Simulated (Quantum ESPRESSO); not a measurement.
# W(100), 5 layers against a metal electrode, stepped through the charge of the slab, part 2 of 4

Aim: how the results for W(100), 5 layers against a metal electrode change with the charge of the slab.

Quantum ESPRESSO 7.5; plane-wave DFT, PBE, GBRV ultrasoft pseudopotentials.

So far. Step 2 (Variable-cell relaxation of the reference):  The last row is no step: it is a fresh SCF in the final cell with a new plane-wave basis, -1 meV from the row before.

### Step 3. Relaxation with pw.x of the reference

What the set-up leaves free in this member is relaxed.

System of this step: W(100), 5 layers. The cell holds 5 atoms: 5 W. Its edges and angles: a = 3.182 Å, b = 3.182 Å, c = 21.469 Å, α = 90.0°, β = 90.0°, γ = 90.0°. It derives from W. Vacuum lies along c.

Contents of ref.relax.in:

```
&control
  prefix = 'ref.relax'
  outdir = './out'
  pseudo_dir = './pseudo'
  nstep = 40
  forc_conv_thr = 0.001
  calculation = 'relax'
/
&system
  ibrav = 0
  nat = 5
  ntyp = 1
  ecutwfc = 40
  ecutrho = 200
  occupations = 'smearing'
  smearing = 'mv'
  degauss = 0.02
/
&electrons
  conv_thr = 1e-08
  mixing_beta = 0.4
  electron_maxstep = 120
  mixing_mode = 'local-TF'
/
&ions
/
ATOMIC_SPECIES
  W   183.8400  w_pbe_v1.2.uspp.F.UPF
CELL_PARAMETERS angstrom
  3.18214897600000 0.00000000000000 0.00000000000000
  0.00000000000000 3.18214897600000 0.00000000000000
  0.00000000000000 0.00000000000000 21.46943549630380
ATOMIC_POSITIONS crystal
  W   0.000000000000 0.000000000000 0.351782363977
  W   0.500000000000 0.500000000000 0.425891181989
  W   0.000000000000 0.000000000000 0.500000000000 0 0 0
  W   0.500000000000 0.500000000000 0.574108818011
  W   0.000000000000 0.000000000000 0.648217636023
K_POINTS automatic
  10 10 1 0 0 0
```

Command:

```console
> OMP_NUM_THREADS=1 mpirun -n 4 pw.x -nk 4 -in ref.relax.in > ref.relax.out
```

The program printed:

```text
[banner, memory and clock lines left out]
Program PWSCF v.7.5 starts

          URL

     Message from routine setup:
     using ibrav=0 with symmetry is DISCOURAGED, use correct ibrav instead

     G-vector sticks info

     bravais-lattice index     =            0
     lattice parameter (alat)  =       6.0134  a.u.
     unit-cell volume          =    1467.0950 (a.u.)^3
     number of atoms/cell      =            5
     number of atomic types    =            1
     number of electrons       =        70.00
     number of Kohn-Sham states=           42
     kinetic-energy cutoff     =      40.0000  Ry
     charge density cutoff     =     200.0000  Ry
     scf convergence threshold =      1.0E-08
     mixing beta               =       0.4000
     number of iterations used =            8  local-TF  mixing
     energy convergence thresh.=      1.0E-04
     force convergence thresh. =      1.0E-03
     Exchange-correlation= SLA  PW   PBE  PBE
                           (   1   4   3   4   0   0   0)
     nstep                     =           40

     celldm(1)=   6.013390  celldm(2)=   0.000000  celldm(3)=   0.000000
     celldm(4)=   0.000000  celldm(5)=   0.000000  celldm(6)=   0.000000

     crystal axes: (cart. coord. in units of alat)
               a(1) = (   1.000000   0.000000   0.000000 )
               a(2) = (   0.000000   1.000000   0.000000 )
               a(3) = (   0.000000   0.000000   6.746835 )

     reciprocal axes: (cart. coord. in units 2 pi/alat)
               b(1) = (  1.000000  0.000000  0.000000 )
               b(2) = (  0.000000  1.000000  0.000000 )
               b(3) = (  0.000000  0.000000  0.148218 )

     PseudoPot. # 1 for W  read from file:
     ./pseudo/w_pbe_v1.2.uspp.F.UPF
     Pseudo is Ultrasoft + core correction, Zval = 14.0
     Generated by new atomic code, or converted to UPF format
     Using radial grid of  923 points,  8 beta functions with:
                l(1) =   0
                l(2) =   0
                l(3) =   0
                l(4) =   1
                l(5) =   1
                l(6) =   2
                l(7) =   2
                l(8) =   3
     Q(r) pseudized with  6 coefficients,  rinner =    1.350   1.350   1.350
                                                       1.350   1.350   1.350
                                                       1.350

     atomic species   valence    mass     pseudopotential
     W                14.00   183.84000     W ( 1.00)

     16 Sym. Ops., with inversion, found

   Cartesian axes

     site n.     atom                  positions (alat units)
         1        W      tau(   1) = (   0.0000000   0.0000000   2.3734177  )
         2        W      tau(   2) = (   0.5000000   0.5000000   2.8734177  )
         3        W      tau(   3) = (   0.0000000   0.0000000   3.3734177  )
         4        W      tau(   4) = (   0.5000000   0.5000000   3.8734177  )
         5        W      tau(   5) = (   0.0000000   0.0000000   4.3734177  )

     number of k points=    21  Marzari-Vanderbilt smearing, width (Ry)=  0.0200
                       cart. coord. in units 2pi/alat
        k(    1) = (   0.0000000   0.0000000   0.0000000), wk =   0.0200000
        k(    2) = (   0.0000000   0.1000000   0.0000000), wk =   0.0800000
        k(    3) = (   0.0000000   0.2000000   0.0000000), wk =   0.0800000
        k(    4) = (   0.0000000   0.3000000   0.0000000), wk =   0.0800000
        k(    5) = (   0.0000000   0.4000000   0.0000000), wk =   0.0800000
        k(    6) = (   0.0000000  -0.5000000   0.0000000), wk =   0.0400000
        k(    7) = (   0.1000000   0.1000000   0.0000000), wk =   0.0800000
        k(    8) = (   0.1000000   0.2000000   0.0000000), wk =   0.1600000
        k(    9) = (   0.1000000   0.3000000   0.0000000), wk =   0.1600000
        k(   10) = (   0.1000000   0.4000000   0.0000000), wk =   0.1600000
        k(   11) = (   0.1000000  -0.5000000   0.0000000), wk =   0.0800000
        k(   12) = (   0.2000000   0.2000000   0.0000000), wk =   0.0800000
        k(   13) = (   0.2000000   0.3000000   0.0000000), wk =   0.1600000
        k(   14) = (   0.2000000   0.4000000   0.0000000), wk =   0.1600000
        k(   15) = (   0.2000000  -0.5000000   0.0000000), wk =   0.0800000
        k(   16) = (   0.3000000   0.3000000   0.0000000), wk =   0.0800000
        k(   17) = (   0.3000000   0.4000000   0.0000000), wk =   0.1600000
        k(   18) = (   0.3000000  -0.5000000   0.0000000), wk =   0.0800000
        k(   19) = (   0.4000000   0.4000000   0.0000000), wk =   0.0800000
        k(   20) = (   0.4000000  -0.5000000   0.0000000), wk =   0.0800000
        k(   21) = (  -0.5000000  -0.5000000   0.0000000), wk =   0.0200000

     Dense  grid:    70167 G-vectors     FFT dimensions: (  27,  27, 192)

     Smooth grid:    50051 G-vectors     FFT dimensions: (  25,  25, 180)

     Initial potential from superposition of free atoms

     starting charge      69.4983, renormalised to      70.0000

     negative rho (up, down):  3.162E-01 0.000E+00
     Starting wfcs are   65 randomized atomic wfcs

     per-process dynamical memory:    75.0 Mb

     Self-consistent Calculation

     iteration #  1     ecut=    40.00 Ry     beta= 0.40
     Davidson diagonalization with overlap
     ethr =  1.00E-02,  avg # of iterations =  2.0

     negative rho (up, down):  3.153E-01 0.000E+00

     total energy              =    -795.36754382 Ry
     estimated scf accuracy    <       2.05876529 Ry

     iteration #  2     ecut=    40.00 Ry     beta= 0.40
     Davidson diagonalization with overlap
     ethr =  2.94E-03,  avg # of iterations =  1.0

     negative rho (up, down):  3.176E-01 0.000E+00

     total energy              =    -795.21184991 Ry
     estimated scf accuracy    <       0.88817971 Ry

     iteration #  3     ecut=    40.00 Ry     beta= 0.40
     Davidson diagonalization with overlap
     ethr =  1.27E-03,  avg # of iterations =  2.3

     negative rho (up, down):  3.230E-01 0.000E+00

     total energy              =    -795.28006833 Ry
     estimated scf accuracy    <       0.07242507 Ry

     iteration #  4     ecut=    40.00 Ry     beta= 0.40
     Davidson diagonalization with overlap
     ethr =  1.03E-04,  avg # of iterations =  3.3

     negative rho (up, down):  3.281E-01 0.000E+00

     total energy              =    -795.27957546 Ry
     estimated scf accuracy    <       0.06965113 Ry

     iteration #  5     ecut=    40.00 Ry     beta= 0.40
     Davidson diagonalization with overlap
     ethr =  9.95E-05,  avg # of iterations =  2.8

     negative rho (up, down):  3.256E-01 0.000E+00

[...]
-32.7070 -32.6834 -32.6005 -32.5583 -32.5135 -32.4136 -32.1556 -32.0827
   -31.9872 -31.9448 -31.9357 -31.9338  -2.9080  -1.1448   0.4241   0.6271
     1.1037   1.2993   1.8671   3.2716   4.1783   4.3524   4.3558   5.0050
     5.1079   5.1863   5.2607   5.5762   5.9561   6.2050   6.5034   6.6257
     6.9980   7.7969

          k = 0.0000 0.2000 0.0000 (  6240 PWs)   bands (ev):

   -68.4789 -68.2469 -68.2415 -68.1049 -68.1016 -33.0283 -32.9639 -32.7590
   -32.7214 -32.7166 -32.5838 -32.5515 -32.5132 -32.4046 -32.1293 -32.0446
   -32.0281 -32.0132 -31.9909 -31.9092  -2.2814  -0.7374   0.6927   0.9424
     1.2670   1.2821   2.4589   3.5063   3.5932   3.8087   4.0496   4.5018
     4.8052   5.0266   5.0740   6.1898   6.4475   6.4584   6.6155   6.8856
     6.9735   7.6348

          k = 0.0000 0.3000 0.0000 (  6220 PWs)   bands (ev):

   -68.4709 -68.2272 -68.2250 -68.1197 -68.1188 -33.1281 -33.0363 -32.8383
   -32.7300 -32.6780 -32.5829 -32.5094 -32.4770 -32.3890 -32.1165 -32.0929
   -32.0856 -32.0753 -31.9604 -31.9174  -1.3761  -0.3467   0.6434   1.2128
     1.2387   1.8479   2.9596   3.2862   3.3362   4.0220   4.1160   4.2757
     4.5635   4.6283   5.2916   6.1698   6.3010   6.7007   6.8806   7.1363
     7.2497   7.3487

          k = 0.0000 0.4000 0.0000 (  6238 PWs)   bands (ev):

   -68.4644 -68.2054 -68.2051 -68.1393 -68.1375 -33.1971 -33.0903 -32.9154
   -32.7650 -32.6026 -32.5965 -32.5029 -32.3870 -32.3616 -32.1750 -32.1744
   -32.1252 -32.0729 -31.9493 -31.9129  -0.4580  -0.2114   0.4893   1.3065
     1.4506   2.4417   2.6205   2.9082   3.7592   3.8672   3.9522   4.2611
     4.4448   5.5136   5.6331   5.7935   6.4003   6.7795   7.1622   7.3174
     7.7254   7.8706

          k = 0.0000-0.5000 0.0000 (  6240 PWs)   bands (ev):

   -68.4620 -68.1927 -68.1926 -68.1520 -68.1487 -33.2211 -33.1111 -32.9393
   -32.7837 -32.6171 -32.5598 -32.4962 -32.3272 -32.3172 -32.2419 -32.2417
   -32.1354 -32.0423 -31.9757 -31.8978  -0.2078  -0.0545   0.4980   1.3785
     1.4121   2.5071   2.7718   3.0354   3.3070   3.6815   4.1182   4.1724
     4.4760   5.6306   5.7793   5.9605   6.8857   7.2861   7.3020   7.3270
     7.3937   8.0342

          k = 0.1000 0.1000 0.0000 (  6263 PWs)   bands (ev):

   -68.4831 -68.2557 -68.2485 -68.0985 -68.0940 -32.9491 -32.8709 -32.8701
   -32.7111 -32.6491 -32.6419 -32.5518 -32.4908 -32.4354 -32.1137 -32.1054
   -32.0049 -31.9790 -31.9364 -31.9185  -2.6910  -0.9710   0.6028   0.7435
     1.1931   1.4544   1.9018   3.1549   3.8456   4.0947   4.1816   4.8241
     5.0513   5.2607   5.4357   5.5042   5.8318   6.4377   6.6699   6.7301
     7.0905   8.0444

          k = 0.1000 0.2000 0.0000 (  6244 PWs)   bands (ev):

   -68.4770 -68.2430 -68.2382 -68.1072 -68.1044 -33.0198 -32.9546 -32.8408
   -32.7159 -32.6816 -32.6461 -32.5615 -32.4471 -32.4347 -32.1376 -32.0961
   -32.0224 -32.0122 -31.9415 -31.9290  -2.0798  -0.5358   0.9030   1.1062
     1.3779   1.4970   2.3836   3.2349   3.3192   3.8022   3.8151   4.1265
     4.8775   5.2033   5.2212   5.7208   6.2513   6.5480   6.6685   7.1267
     7.2464   7.7833

          k = 0.1000 0.3000 0.0000 (  6234 PWs)   bands (ev):

   -68.4695 -68.2242 -68.2223 -68.1210 -68.1205 -33.1100 -33.0255 -32.8655
   -32.7334 -32.7216 -32.5912 -32.5548 -32.4389 -32.3987 -32.1722 -32.1365
   -32.0606 -31.9955 -31.9639 -31.9336  -1.2001  -0.1170   0.8656   1.4314
     1.4631   1.8421   2.7652   3.1615   3.3286   3.4607   3.9335   4.2998
     4.4245   4.8760   5.2193   5.7356   6.3223   6.8449   6.9712   7.1407
     7.5780   7.5945

          k = 0.1000 0.4000 0.0000 (  6244 PWs)   bands (ev):

   -68.4635 -68.2037 -68.2035 -68.1395 -68.1377 -33.1771 -33.0723 -32.9314
   -32.7705 -32.7026 -32.5721 -32.5230 -32.4060 -32.3434 -32.2212 -32.2099
   -32.0553 -32.0429 -31.9534 -31.9317  -0.2961   0.0218   0.6993   1.5053
     1.5931   2.2989   2.5358   2.8581   3.3123   3.7342   3.8599   4.4023
     4.6737   5.4072   5.4363   5.7325   6.2803   6.9203   7.2343   7.3034
     7.7888   7.8003

          k = 0.1000-0.5000 0.0000 (  6254 PWs)   bands (ev):

   -68.4612 -68.1920 -68.1919 -68.1512 -68.1478 -33.2014 -33.0890 -32.9564
   -32.7890 -32.7014 -32.5747 -32.4972 -32.3352 -32.2989 -32.2987 -32.2566
   -32.0819 -32.0206 -31.9703 -31.9220   0.0225   0.1431   0.6745   1.4390
     1.5606   2.4525   2.6653   2.8363   3.0759   3.5675   4.0566   4.1514
     5.0383   5.5499   5.7976   5.8989   6.2843   7.0811   7.3620   7.4313
     7.7538   7.9703

          k = 0.2000 0.2000 0.0000 (  6263 PWs)   bands (ev):

   -68.4721 -68.2320 -68.2289 -68.1142 -68.1127 -33.0189 -32.9588 -32.9081
   -32.7290 -32.7177 -32.7124 -32.5021 -32.4844 -32.4256 -32.1795 -32.1339
   -31.9953 -31.9931 -31.9752 -31.9243  -1.5213  -0.0138   1.3421   1.5368
     1.6123   2.0445   2.1981   2.9634   3.0894   3.2682   3.4093   3.9289
     4.3378   5.4043   5.4055   5.5256   5.8688   6.5197   6.9417   7.5090
     7.7427   7.7505

          k = 0.2000 0.3000 0.0000 (  6266 PWs)   bands (ev):

   -68.4660 -68.2160 -68.2148 -68.1254 -68.1252 -33.0654 -33.0196 -32.9119
   -32.7883 -32.7644 -32.6746 -32.5440 -32.4381 -32.4343 -32.2065 -32.1578
   -32.0215 -31.9790 -31.9723 -31.9444  -0.7431   0.5113   1.4312   1.7544
     1.9364   2.0740   2.4887   2.9122   3.0411   3.1370   3.5171   3.7411
     4.0882   5.2695   5.3896   5.4325   5.9730   6.6828   7.1123   7.5257
     7.9950   8.0536

          k = 0.2000 0.4000 0.0000 (  6268 PWs)   bands (ev):

   -68.4610 -68.1990 -68.1989 -68.1403 -68.1382 -33.1227 -33.0492 -32.9658
   -32.8184 -32.7978 -32.5851 -32.5795 -32.4323 -32.3979 -32.2603 -32.1802
   -32.0095 -31.9872 -31.9791 -31.9682   0.0440   0.6649   1.2024   1.6300
     1.8550   2.3484   2.5605   2.7703   3.2121   3.2655   3.3933   4.2950
     4.6864   5.1413   5.6156   5.8197   5.8902   7.0540   7.3383   7.3909
     7.9155   8.0009

          k = 0.2000-0.5000 0.0000 (  6300 PWs)   bands (ev):

   -68.4592 -68.1899 -68.1898 -68.1490 -68.1457 -33.1461 -33.0429 -33.0118
   -32.8273 -32.8136 -32.5957 -32.5130 -32.4011 -32.3840 -32.3592 -32.1563
   -32.0130 -32.0007 -31.9835 -31.9681   0.5217   0.6549   0.9592   1.4783
     1.8175   2.4958   2.5638   2.6874   3.0322   3.3719   3.6926   4.5503
     4.6946   5.4584   5.8051   5.8398   6.1915   7.2212   7.2523   7.5808
     7.8404   8.0094

          k = 0.3000 0.3000 0.0000 (  6308 PWs)   bands (ev):

   -68.4615 -68.2044 -68.2040 -68.1331 -68.1317 -33.0673 -33.0339 -32.9265
   -32.8516 -32.8266 -32.6860 -32.5443 -32.4930 -32.4435 -32.2042 -32.1785
   -32.0153 -32.0045 -31.9857 -31.9305  -0.2052   1.2607   1.4492   1.9388
     1.9889   2.5489   2.8456   2.9079   2.9318   3.0849   3.1385   3.4801
     3.8793   5.2950   5.6596   5.6713   5.6857   6.8229   7.1716   7.8697
     8.1940   8.3562

          k = 0.3000 0.4000 0.0000 (  6306 PWs)   bands (ev):

   -68.4580 -68.1929 -68.1928 -68.1418 -68.1391 -33.1015 -33.0506 -33.0148
   -32.8546 -32.8307 -32.6402 -32.5849 -32.4739 -32.4457 -32.2898 -32.1625
   -32.0145 -32.0122 -31.9818 -31.9459   0.2196   1.0595   1.4849   1.8564
     2.0426   2.7029   2.7533   2.9432   3.0742   3.0881   3.6537   3.6996
     4.2453   5.4322   5.7346   6.0950   6.2336   7.1139   7.3825   7.7633
     8.2657   8.4288

          k = 0.3000-0.5000 0.0000 (  6316 PWs)   bands (ev):

   -68.4566 -68.1874 -68.1873 -68.1463 -68.1430 -33.0923 -33.0762 -33.0665
   -32.8631 -32.8194 -32.5997 -32.5949 -32.4577 -32.4443 -32.3477 -32.1668
   -32.0071 -31.9973 -31.9856 -31.9667   0.4483   0.8101   1.4616   1.7717
     2.0522   2.5763   2.7805   2.8011   3.1403   3.4605   3.6607   3.9815
     4.6058   5.3791   5.8043   6.4954   6.7448   7.2561   7.5170   7.7504
     8.2235   8.3391

          k = 0.4000 0.4000 0.0000 (  6312 PWs)   bands (ev):

   -68.4555 -68.1875 -68.1875 -68.1434 -68.1403 -33.1537 -33.1053 -32.9933
   -32.9043 -32.7457 -32.6842 -32.5919 -32.5050 -32.4473 -32.3033 -32.2377
   -32.0310 -31.9985 -31.9811 -31.9356   0.2202   0.6882   1.7127   2.0672
     2.3902   2.4375   2.8745   3.0257   3.1976   3.3606   3.7129   3.8501
     4.1448   6.3180   6.5202   6.5614   6.570
[key lines of the parts left out:]
total energy              =    -795.30798396 Ry
the Fermi energy is     5.7031 ev
convergence has been achieved in  13 iterations
```

It took 6.2 min on 4 MPI ranks of Arm Neoverse V1, shared host; peak memory 0.85 GiB.

Step by step:

```tsv
step	energy less that of the first step (eV)	largest force (eV/Å)
1	0.0000	1.7147
2	-0.1786	1.1370
3	-0.2587	0.5125
4	-0.2741	0.3570
5	-0.2837	0.3809
6	-0.2936	0.2449
7	-0.2969	0.0348
8	-0.2970	0.0090
```

The atoms that moved most (Å):

```tsv
atom	dx	dy	dz	length
W5	0.000	0.000	-0.144	0.144
W1	0.000	0.000	0.144	0.144
W2	0.000	0.000	-0.026	0.026
W4	0.000	0.000	0.026	0.026
```

The relaxed structure:

```cif
data_structure
_symmetry_space_group_name_H-M 'P 1'
_symmetry_Int_Tables_number 1
_cell_length_a 3.1821
_cell_length_b 3.1821
_cell_length_c 21.4694
_cell_angle_alpha 90.000
_cell_angle_beta 90.000
_cell_angle_gamma 90.000
_cell_volume 217.40
loop_
_atom_site_label
_atom_site_type_symbol
_atom_site_fract_x
_atom_site_fract_y
_atom_site_fract_z
_atom_site_occupancy
W1 W 0.00000 0.00000 0.35847 1
W2 W 0.50000 0.50000 0.42470 1
W3 W 0.00000 0.00000 0.50000 1
W4 W 0.50000 0.50000 0.57530 1
W5 W 0.00000 0.00000 0.64153 1
```

The relaxation lowers the energy by 59 meV an atom. On the free atoms the largest force ends at 0.009 eV/Å.

Read from the output:

* free energy: -10820.7165 eV
* Fermi energy: 5.703 eV

[end of part 2 of 4]

[Logs are printed without paths, hosts, clocks, repeated set-up lines and the standing remarks that a program may print on its own settings, such as how far it seeks lower states.]

[Hosts, paths, dates, database ids (printed as entryN), source tags and the programs' standing remarks are cut or masked in the printed files.]

[Maps of the electrostatic potential energy from Ansatz leave out the sawtooth potential of an applied field or a dipole correction, so their vacuum need not be flat; planar profiles and work functions include it.]
